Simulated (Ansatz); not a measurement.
**(MgO)2(TiC)2 [001] superlattice, started as rocksalt type: phonons and vibrational spectra**

Wanted: phonon frequencies of (MgO)2(TiC)2 [001] superlattice, started as rocksalt type and what follows from them.

Calculated with Ansatz 0.2.0; DFT LDA, scalar-relativistic, plane waves, PAW.

Most raw output is cut from this account.

The structure was built from a prototype and need not be the compound's stable phase.

## (1) The starting structure

Symmetry: P4/nmm, No. 129, tetragonal system. The conventional cell has a = 3.019 Å, b = 3.019 Å, c = 8.540 Å, α = 90.00°, β = 90.00°, γ = 90.00°. C has 5 Ti at 2.13 Å and 1 Mg at 2.13 Å nearest. Nearest to Mg lie 5 O at 2.13 Å and 1 C at 2.13 Å. Nearest to O lie 5 Mg at 2.13 Å and 1 Ti at 2.13 Å. Nearest to Ti lie 1 O at 2.13 Å and 5 C at 2.13 Å. Farther neighbours and most contacts between anions are not listed.

## (2) Coarse relaxation

A rough relaxation comes first, because large forces or stress need no tight tolerances yet.

input.yaml

```yaml
crystal:
  lattice:
    - [2.135, 2.135, 0.0]
    - [-2.135, 2.135, 0.0]
    - [0.0, 0.0, 8.54]
  atoms:
    - { symbol: C, position: [0.5, 0.5, 0.5] }
    - { symbol: C, position: [0.0, 0.0, 0.75] }
    - { symbol: Mg, position: [0.0, 0.0, 0.0] }
    - { symbol: Mg, position: [0.5, 0.5, 0.25] }
    - { symbol: O, position: [0.5, 0.5, 0.0] }
    - { symbol: O, position: [0.0, 0.0, 0.25] }
    - { symbol: Ti, position: [0.0, 0.0, 0.5] }
    - { symbol: Ti, position: [0.5, 0.5, 0.75] }
kpoints:
  mp_grid: { grid: [6, 6, 4] }
hamiltonian:
  xc: lda
scf:
  occupations: { method: gaussian, width: 0.1 }
output:
  forces: true
  stress: true
  eigenvalues: true
relax:
  adjacent_minimum: "off"
  f_tol: 0.05
  max_steps: 80
  cell: { stress_tol: 0.5 }
```

Started as:

```
$ ansatz run input.yaml --threads 8 --pin off --max-ram 14336MiB --backend cpu --events-out ev --progress --plain --runs-dir out
```

Run time: 4 s. Hardware: 8 threads of Arm Neoverse V2, shared host; peak memory 0.54 GiB.

This run has no spin polarisation, although Ti can carry a moment.

Relaxation path:

```
step  energy less that of the first step (eV)  largest force component (eV/Å)  pressure (GPa)  volume (Å³)
   1                                   0.0000                          0.6398           -4.71        77.85
   2                                  -0.0918                          0.4640           -1.75        76.72
   3                                  -0.1356                          0.0568            0.87        75.89
   4                                  -0.1358                          0.0333           -0.23        76.27
  5*                                  -0.1310                          0.0333           -0.35        76.27
```

Relaxation steps marked * repeat the geometry before them on a plane-wave basis chosen anew for their cell, so energy and pressure can jump there.

Forces are held to the 16 operations that the run works with; a distortion that breaks them can't arise in this run.

```
conventional cell, symmetrised  before  after  change
                         a (Å)   3.019  2.974  -1.5 %
                         b (Å)   3.019  2.974  -1.5 %
                         c (Å)   8.540  8.622  +1.0 %
              volume (Å³/atom)    9.73   9.53  -2.0 %
```

The atoms that moved most (Å, as changes of fractional coordinates times the final cell):

```
atom     dx     dy      dz  length
  O6  0.000  0.000  -0.046   0.046
  O5  0.000  0.000   0.046   0.046
 Mg4  0.000  0.000  -0.041   0.041
 Mg3  0.000  0.000   0.041   0.041
  C1  0.000  0.000   0.023   0.023
  C2  0.000  0.000  -0.023   0.023
 Ti7  0.000  0.000   0.011   0.011
 Ti8  0.000  0.000  -0.011   0.011
```

Final coordinates:

```cif
data_structure
_symmetry_space_group_name_H-M 'P 1'
_symmetry_Int_Tables_number 1
_cell_length_a 2.9742
_cell_length_b 2.9742
_cell_length_c 8.6224
_cell_angle_alpha 90.000
_cell_angle_beta 90.000
_cell_angle_gamma 90.000
_cell_volume 76.27
loop_
_atom_site_label
_atom_site_type_symbol
_atom_site_fract_x
_atom_site_fract_y
_atom_site_fract_z
_atom_site_occupancy
C1 C 0.50000 0.50000 0.50268 1
C2 C 0.00000 0.00000 0.74732 1
Mg3 Mg 0.00000 0.00000 0.00472 1
Mg4 Mg 0.50000 0.50000 0.24528 1
O5 O 0.50000 0.50000 0.00530 1
O6 O 0.00000 0.00000 0.24470 1
Ti7 Ti 0.00000 0.00000 0.50129 1
Ti8 Ti 0.50000 0.50000 0.74871 1
```

This step gave:

```yaml
pressure: -0.3497 GPa
volume_per_atom: 9.534 Å³
gap_on_the_k_mesh: 0 eV
```

In this step the volume went from 9.73 to 9.53 Å³/atom.

## (3) Bringing the structure to rest

The cell and atoms are relaxed, since residual forces and stress would shift the frequencies.

input.yaml

```yaml
crystal:
  lattice:
    - [2.1030599104, 2.1030599104, 0.0]
    - [-2.1030599104, 2.1030599104, 0.0]
    - [0.0, 0.0, 8.622362938]
  atoms:
    - { symbol: C, position: [0.5, 0.5, 0.5026799976] }
    - { symbol: C, position: [0.0, 0.0, 0.7473200024] }
    - { symbol: Mg, position: [0.0, 0.0, 0.0047189007] }
    - { symbol: Mg, position: [0.5, 0.5, 0.2452810993] }
    - { symbol: O, position: [0.5, 0.5, 0.0052956507] }
    - { symbol: O, position: [0.0, 0.0, 0.2447043493] }
    - { symbol: Ti, position: [0.0, 0.0, 0.5012911451] }
    - { symbol: Ti, position: [0.5, 0.5, 0.7487088549] }
kpoints:
  mp_grid: { grid: [12, 12, 4] }
hamiltonian:
  xc: lda
scf:
  occupations: { method: gaussian, width: 0.1 }
output:
  forces: true
  stress: true
  eigenvalues: true
  write_density: true
  write_potential: true
  elf: true
  volumetric_format: npy
relax:
  adjacent_minimum: "off"
  f_tol: 0.005
  max_steps: 80
  cell: { stress_tol: 0.05 }
```

Run time: 7.1 s. Hardware: 8 threads; peak memory 0.62 GiB; 51 s of CPU time.

Little changed from the start: no atom moved by 0.005 Å and no cell edge by 0.1 %.

This step gave:

```yaml
pressure: 0.008918 GPa
volume_per_atom: 9.520 Å³
```

Valence density in the ac plane at fractional y = 0.000, with atoms of C and Mg and O and Ti within 0.2 Å of it. It is the smooth field of the valence electrons, not physical close to the nuclei.

Ten steps, logarithmic in the rise over the least value, from '0' (0 e/Å³) to '9' (29 e/Å³), each cell a mean:
```
875200000000257
331000000000013
111000000000011
222110000001122
333221100112233
443321111112334
443321100112334
332211000011223
221110000001112
332110000001123
665321000012356
776531100113567
776421000012467
543210000001234
211000000000011
222100000000122
554210000001245
665421000012456
665321000012356
443210000001234
211100000000111
221000000000012
775200000000257
997410000001479
```
Columns run along a (3.0 Å), rows up along c (8.6 Å). Atoms in or near the plane, at fractional coordinates: C at (0.00, 0.75), Mg at (0.00, 0.00), O at (0.00, 0.24), Ti at (0.00, 0.50).

ELF in the ac plane at fractional y = 0.000, with atoms of C and Mg and O and Ti within 0.2 Å of it. It is the smooth field of the valence electrons, not physical close to the nuclei.

Ten even steps from '_' (0.03) to '@' (0.82), each cell a mean:
```
======::________________::====
::::..____________________..::
========--::........::--======
@@@@@@%%##++--::::--++##%%@@@@
####@@@@@@##++----++##@@@@@@##
__::**@@@@%%++----++%%@@@@**::
::==##@@@@##++----++##@@@@##==
%%@@@@@@%%**--::::--**%%@@@@@@
++++++====--::....::--====++++
====--..____........____..--==
******==..__..::::..__..==****
__..**##--....::::....--##**..
--==##**::__..----..__::**##==
##**++::____..::::..____::++**
::::..______........______..::
####**++--..________..--++**##
@@@@@@@@##==..____..==##@@@@@@
--++@@@@@@##::____::##@@@@@@++
++##@@@@@@**::____::**@@@@@@##
@@@@@@%%##==..____..==##%%@@@@
++++++==--..________..--==++++
....________________________..
====--..________________..--==
::--==--________________--==--
```
Columns run along a (3.0 Å), rows up along c (8.6 Å). Atoms in or near the plane, at fractional coordinates: C at (0.00, 0.75), Mg at (0.00, 0.00), O at (0.00, 0.24), Ti at (0.00, 0.50).

Electrostatic potential energy in the ac plane at fractional y = 0.000, with atoms of C and Mg and O and Ti within 0.2 Å of it. With pseudopotentials it is smooth inside the atoms' cores, unlike the true potential.

Values in eV, 24 rows by 15 columns, each cell a mean:
```
-49 -46 -33 -10   3   9  12  13  13  12   9   3 -10 -33 -46
-12  -9  -2   5   9  12  13  14  14  13  12   9   5  -2  -9
  8   9  10  12  13  14  14  15  15  14  14  13  12  10   9
  6   7  10  13  14  15  15  15  15  15  15  14  13  10   7
-28 -23  -8   6  12  14  14  14  14  14  14  12   6  -8 -23
-52 -52 -36  -7   9  12  14  13  13  14  12   9  -7 -36 -52
-48 -45 -27  -2  10  13  14  14  14  14  13  10  -2 -27 -45
-10  -6   3  10  13  14  15  15  15  15  14  13  10   3  -6
  6   7   9  11  13  14  15  15  15  15  14  13  11   9   7
-10  -9  -4   2   8  12  14  15  15  14  12   8   2  -4  -9
-24 -23 -20 -14  -2   8  12  14  14  12   8  -2 -14 -20 -23
-28 -27 -25 -20 -10   4  11  13  13  11   4 -10 -20 -25 -27
-26 -26 -23 -18  -7   6  11  13  13  11   6  -7 -18 -23 -26
-17 -16 -12  -5   4  10  13  14  14  13  10   4  -5 -12 -16
  2   3   6   9  11  13  14  15  15  14  13  11   9   6   3
  7   9  11  13  14  14  15  15  15  15  14  14  13  11   9
-20 -16  -6   8  14  14  14  14  14  14  14  14   8  -6 -16
-46 -38 -26  -8  12  14  14  13  13  14  14  12  -8 -26 -38
-40 -33 -23  -4  13  14  14  13  13  14  14  13  -4 -23 -33
-10  -7   2  11  14  14  14  14  14  14  14  14  11   2  -7
  9   9  11  12  13  14  14  14  14  14  14  13  12  11   9
 -5  -3   2   7  10  12  13  14  14  13  12  10   7   2  -3
-43 -41 -25  -6   5   9  12  13  13  12   9   5  -6 -25 -41
-52 -52 -50 -20   0   8  11  12  12  11   8   0 -20 -50 -52
```
Columns run along a (3.0 Å; values clipped at the 3rd and 97th percentile), rows up along c (8.6 Å). Atoms in or near the plane, at fractional coordinates: C at (0.00, 0.75), Mg at (0.00, 0.00), O at (0.00, 0.24), Ti at (0.00, 0.50).

In this step the volume went from 9.53 to 9.52 Å³/atom.

## (4) Relaxing to small forces for the phonons

Phonons need a cell at rest on their own settings, so the relaxation is repeated with tight tolerances on forces and stress, using the mesh and the filling of the phonon run that follows.

input.yaml, the sections that differ from step 3:

```yaml
crystal:
  lattice:
    - [2.1015767856, 2.1015767856, 0.0]
    - [-2.1015767856, 2.1015767856, 0.0]
    - [0.0, 0.0, 8.6220372568]
  atoms:
    - { symbol: C, position: [0.5, 0.5, 0.5025519855] }
    - { symbol: C, position: [0.0, 0.0, 0.7474480145] }
    - { symbol: Mg, position: [0.0, 0.0, 0.0047169386] }
    - { symbol: Mg, position: [0.5, 0.5, 0.2452830614] }
    - { symbol: O, position: [0.5, 0.5, 0.0051902906] }
    - { symbol: O, position: [0.0, 0.0, 0.2448097094] }
    - { symbol: Ti, position: [0.0, 0.0, 0.501217164] }
    - { symbol: Ti, position: [0.5, 0.5, 0.748782836] }
scf:
  occupations: { method: methfessel_paxton, width: 0.2 }
relax:
  adjacent_minimum: "off"
  f_tol: 0.001
  max_steps: 60
  cell: { stress_tol: 0.01 }
# kpoints, hamiltonian, output: as in step 3
```

Elapsed: 12 s, on 8 threads; peak memory 0.63 GiB.

Little changed from the start: no atom moved by 0.005 Å and no cell edge by 0.1 %.

Numbers from this step:

```
pressure : -2.96e-4 GPa
```

Valence density in the ac plane at fractional y = 0.000, with atoms of C and Mg and O and Ti within 0.2 Å of it. It is the smooth field of the valence electrons, not physical close to the nuclei.

Ten steps, logarithmic in the rise over the least value, from '0' (0 e/Å³) to '9' (29 e/Å³), each cell a mean:
```
875200000000257
331000000000013
111000000000011
222110000001122
333221100112233
443321111112334
443321100112334
332211000011223
221110000001112
332110000001123
665321000012356
776531100113567
776421000012467
543210000001234
211000000000011
222100000000122
554210000001245
665421000012456
665321000012356
443210000001234
211100000000111
221000000000012
775200000000257
997410000001479
```
Columns run along a (3.0 Å), rows up along c (8.6 Å). Atoms in or near the plane, at fractional coordinates: C at (0.00, 0.75), Mg at (0.00, 0.00), O at (0.00, 0.24), Ti at (0.00, 0.50).

ELF in the ac plane at fractional y = 0.000, with atoms of C and Mg and O and Ti within 0.2 Å of it. It is the smooth field of the valence electrons, not physical close to the nuclei.

Values, 24 rows by 15 columns, each cell a mean:
```
0.35 0.38 0.39 0.22 0.04 0.03 0.06 0.08 0.08 0.06 0.03 0.04 0.22 0.39 0.38
0.22 0.20 0.12 0.06 0.05 0.06 0.07 0.07 0.07 0.07 0.06 0.05 0.06 0.12 0.20
0.35 0.36 0.37 0.36 0.30 0.21 0.15 0.11 0.11 0.15 0.21 0.30 0.36 0.37 0.36
0.79 0.79 0.78 0.74 0.65 0.49 0.31 0.22 0.22 0.31 0.49 0.65 0.74 0.78 0.79
0.59 0.66 0.76 0.81 0.77 0.64 0.44 0.30 0.30 0.44 0.64 0.77 0.81 0.76 0.66
0.06 0.19 0.56 0.78 0.79 0.68 0.47 0.30 0.30 0.47 0.68 0.79 0.78 0.56 0.19
0.24 0.38 0.65 0.78 0.78 0.65 0.43 0.27 0.27 0.43 0.65 0.78 0.78 0.65 0.38
0.73 0.75 0.77 0.76 0.68 0.52 0.32 0.22 0.22 0.32 0.52 0.68 0.76 0.77 0.75
0.47 0.46 0.44 0.41 0.35 0.27 0.20 0.17 0.17 0.20 0.27 0.35 0.41 0.44 0.46
0.42 0.38 0.27 0.15 0.09 0.10 0.14 0.18 0.18 0.14 0.10 0.09 0.15 0.27 0.38
0.51 0.56 0.58 0.42 0.17 0.08 0.13 0.22 0.22 0.13 0.08 0.17 0.42 0.58 0.56
0.03 0.15 0.52 0.62 0.34 0.12 0.15 0.25 0.25 0.15 0.12 0.34 0.62 0.52 0.15
0.30 0.42 0.59 0.55 0.27 0.11 0.16 0.27 0.27 0.16 0.11 0.27 0.55 0.59 0.42
0.62 0.58 0.44 0.23 0.09 0.08 0.15 0.24 0.24 0.15 0.08 0.09 0.23 0.44 0.58
0.22 0.20 0.15 0.10 0.07 0.08 0.11 0.14 0.14 0.11 0.08 0.07 0.10 0.15 0.20
0.61 0.59 0.54 0.44 0.30 0.17 0.10 0.08 0.08 0.10 0.17 0.30 0.44 0.54 0.59
0.76 0.78 0.81 0.77 0.64 0.41 0.17 0.08 0.08 0.17 0.41 0.64 0.77 0.81 0.78
0.33 0.50 0.75 0.82 0.78 0.59 0.26 0.10 0.10 0.26 0.59 0.78 0.82 0.75 0.50
0.48 0.60 0.78 0.82 0.77 0.58 0.26 0.10 0.10 0.26 0.58 0.77 0.82 0.78 0.60
0.80 0.80 0.80 0.74 0.61 0.39 0.17 0.08 0.08 0.17 0.39 0.61 0.74 0.80 0.80
0.50 0.49 0.46 0.39 0.27 0.15 0.08 0.06 0.06 0.08 0.15 0.27 0.39 0.46 0.49
0.16 0.15 0.10 0.06 0.05 0.05 0.06 0.06 0.06 0.06 0.05 0.05 0.06 0.10 0.15
0.37 0.38 0.34 0.17 0.04 0.03 0.07 0.08 0.08 0.07 0.03 0.04 0.17 0.34 0.38
0.20 0.27 0.41 0.34 0.08 0.03 0.07 0.08 0.08 0.07 0.03 0.08 0.34 0.41 0.27
```
Columns run along a (3.0 Å), rows up along c (8.6 Å). Atoms in or near the plane, at fractional coordinates: C at (0.00, 0.75), Mg at (0.00, 0.00), O at (0.00, 0.24), Ti at (0.00, 0.50).

Electrostatic potential energy in the ac plane at fractional y = 0.000, with atoms of C and Mg and O and Ti within 0.2 Å of it. With pseudopotentials it is smooth inside the atoms' cores, unlike the true potential.

Ten even steps from '0' (-52 eV) to '9' (15 eV), each cell a mean:
```
002689999998620
567899999999876
899999999999999
889999999999998
346899999999864
002699999999620
013799999999731
668999999999986
889999999999998
667899999999876
444578999987544
334468999986443
334568999986543
555789999998755
888999999999988
899999999999999
456999999999965
023699999999632
124799999999742
668999999999986
999999999999999
678899999999887
114689999998641
000479999997400
```
Columns run along a (3.0 Å; values clipped at the 3rd and 97th percentile), rows up along c (8.6 Å). Atoms in or near the plane, at fractional coordinates: C at (0.00, 0.75), Mg at (0.00, 0.00), O at (0.00, 0.24), Ti at (0.00, 0.50).

The largest force component left is 0.29 meV/Å and the pressure is 0.000 GPa, within the tolerances set. The cell now holds 9.52 Å³/atom.

## (5) Linear response at the zone centre

The zone centre is the only wavevector solved here; it holds the modes that light can see, as far as symmetry allows. No field response is asked, since the mesh shows no gap.

input.yaml

```yaml
crystal:
  lattice:
    - [2.1013034141, 2.1013034141, 0.0]
    - [-2.1013034141, 2.1013034141, 0.0]
    - [0.0, 0.0, 8.6243419626]
  atoms:
    - { symbol: C, position: [0.5, 0.5, 0.502485237] }
    - { symbol: C, position: [0.0, 0.0, 0.747514763] }
    - { symbol: Mg, position: [0.0, 0.0, 0.0046978852] }
    - { symbol: Mg, position: [0.5, 0.5, 0.2453021148] }
    - { symbol: O, position: [0.5, 0.5, 0.0051738577] }
    - { symbol: O, position: [0.0, 0.0, 0.2448261423] }
    - { symbol: Ti, position: [0.0, 0.0, 0.5012306057] }
    - { symbol: Ti, position: [0.5, 0.5, 0.7487693943] }
kpoints:
  mp_grid: { grid: [12, 12, 4] }
hamiltonian:
  xc: lda
scf:
  occupations: { method: methfessel_paxton, width: 0.2 }
output:
  eigenvalues: true
phonons:
  method: dfpt
```

Elapsed: 42 s, on 8 threads; peak memory 1.6 GiB; 5 min of CPU time.

This step gave:

```
sum-rule residual before enforcement                    : 5.93e-5 eV/Å²
point group                                             : 4/mmm
highest optical mode at the zone centre (no LO-TO term) : 663.2 cm⁻¹
lowest optical zone-centre mode                         : 184.2 cm⁻¹
```

(Continued in part 2 of 2.)

[Logs are printed without paths, hosts, clocks, repeated set-up lines and the standing remarks that a program may print on its own settings, such as how far it seeks lower states.]

[Hosts, paths, dates, database ids (printed as entryN), source tags and the programs' standing remarks are cut or masked in the printed files.]
